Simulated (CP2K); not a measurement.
Consider hydroxyacetylene at its PBE geometry (Å).

```xyz
5

C     1.0883    0.0343   -0.2937
C    -0.1085   -0.0263   -0.1244
O    -1.4235   -0.1110   -0.0447
H     2.1475    0.0887   -0.4189
H    -1.7038    0.0143    0.8817
```

Method: CP2K XAS_TDP, all-electron GAPW, PBEh(45%), aug-cc-pVTZ, TDA, GW2X-corrected core level, no relativity.

Predict the bright core excitations at the C K edge.

Leading lines: C1 286.39 eV and C2 288.00 eV. The leading line of an atom is its first one with 35 % of the strongest within 2.5 eV of its lowest line over the strength cut. Core ionisation energies at this level: C1 290.14 and C2 292.03 eV.

The first six lines of each atom with a strength over 0.0015:

| atom | energy (eV) | states | strength, one atom | above the computed threshold |
| --- | --- | --- | --- | --- |
| C1 (bonded to C and H) | 286.39 | 1 | 0.0476 |  |
|  | 287.10 | 1 | 0.0424 |  |
|  | 288.51 | 1 | 0.0105 |  |
|  | 289.45 | 1 | 0.0035 |  |
|  | 289.63 | 1 | 0.0052 |  |
|  | 289.66 | 1 | 0.0074 |  |
| C2 (bonded to C and O) | 288.00 | 1 | 0.0590 |  |
|  | 288.36 | 1 | 0.0652 |  |
|  | 288.94 | 1 | 0.0063 |  |
|  | 291.42 | 1 | 0.0044 |  |
|  | 293.65 | 1 | 0.0045 | yes |
|  | 293.80 | 1 | 0.0068 | yes |

Lines are vertical, at one geometry, with no vibrational structure. GW2X ionisation energies and lines can be off by 1 to 2 eV either way, and a good line position may hide errors that cancel. These values hold no scalar relativity, about 0.1 eV for C 1s. Rydberg lines, and the discretised continuum above threshold, depend on the basis and the box.

[Banner, clock and machine lines of the logs are left out without a mark of their own.]

[Logs are printed without paths, hosts, clocks, repeated set-up lines and the standing remarks that a program may print on its own settings, such as how far it seeks lower states.]

[Hosts, paths, dates, database ids (printed as entryN), source tags and the programs' standing remarks are cut or masked in the printed files.]
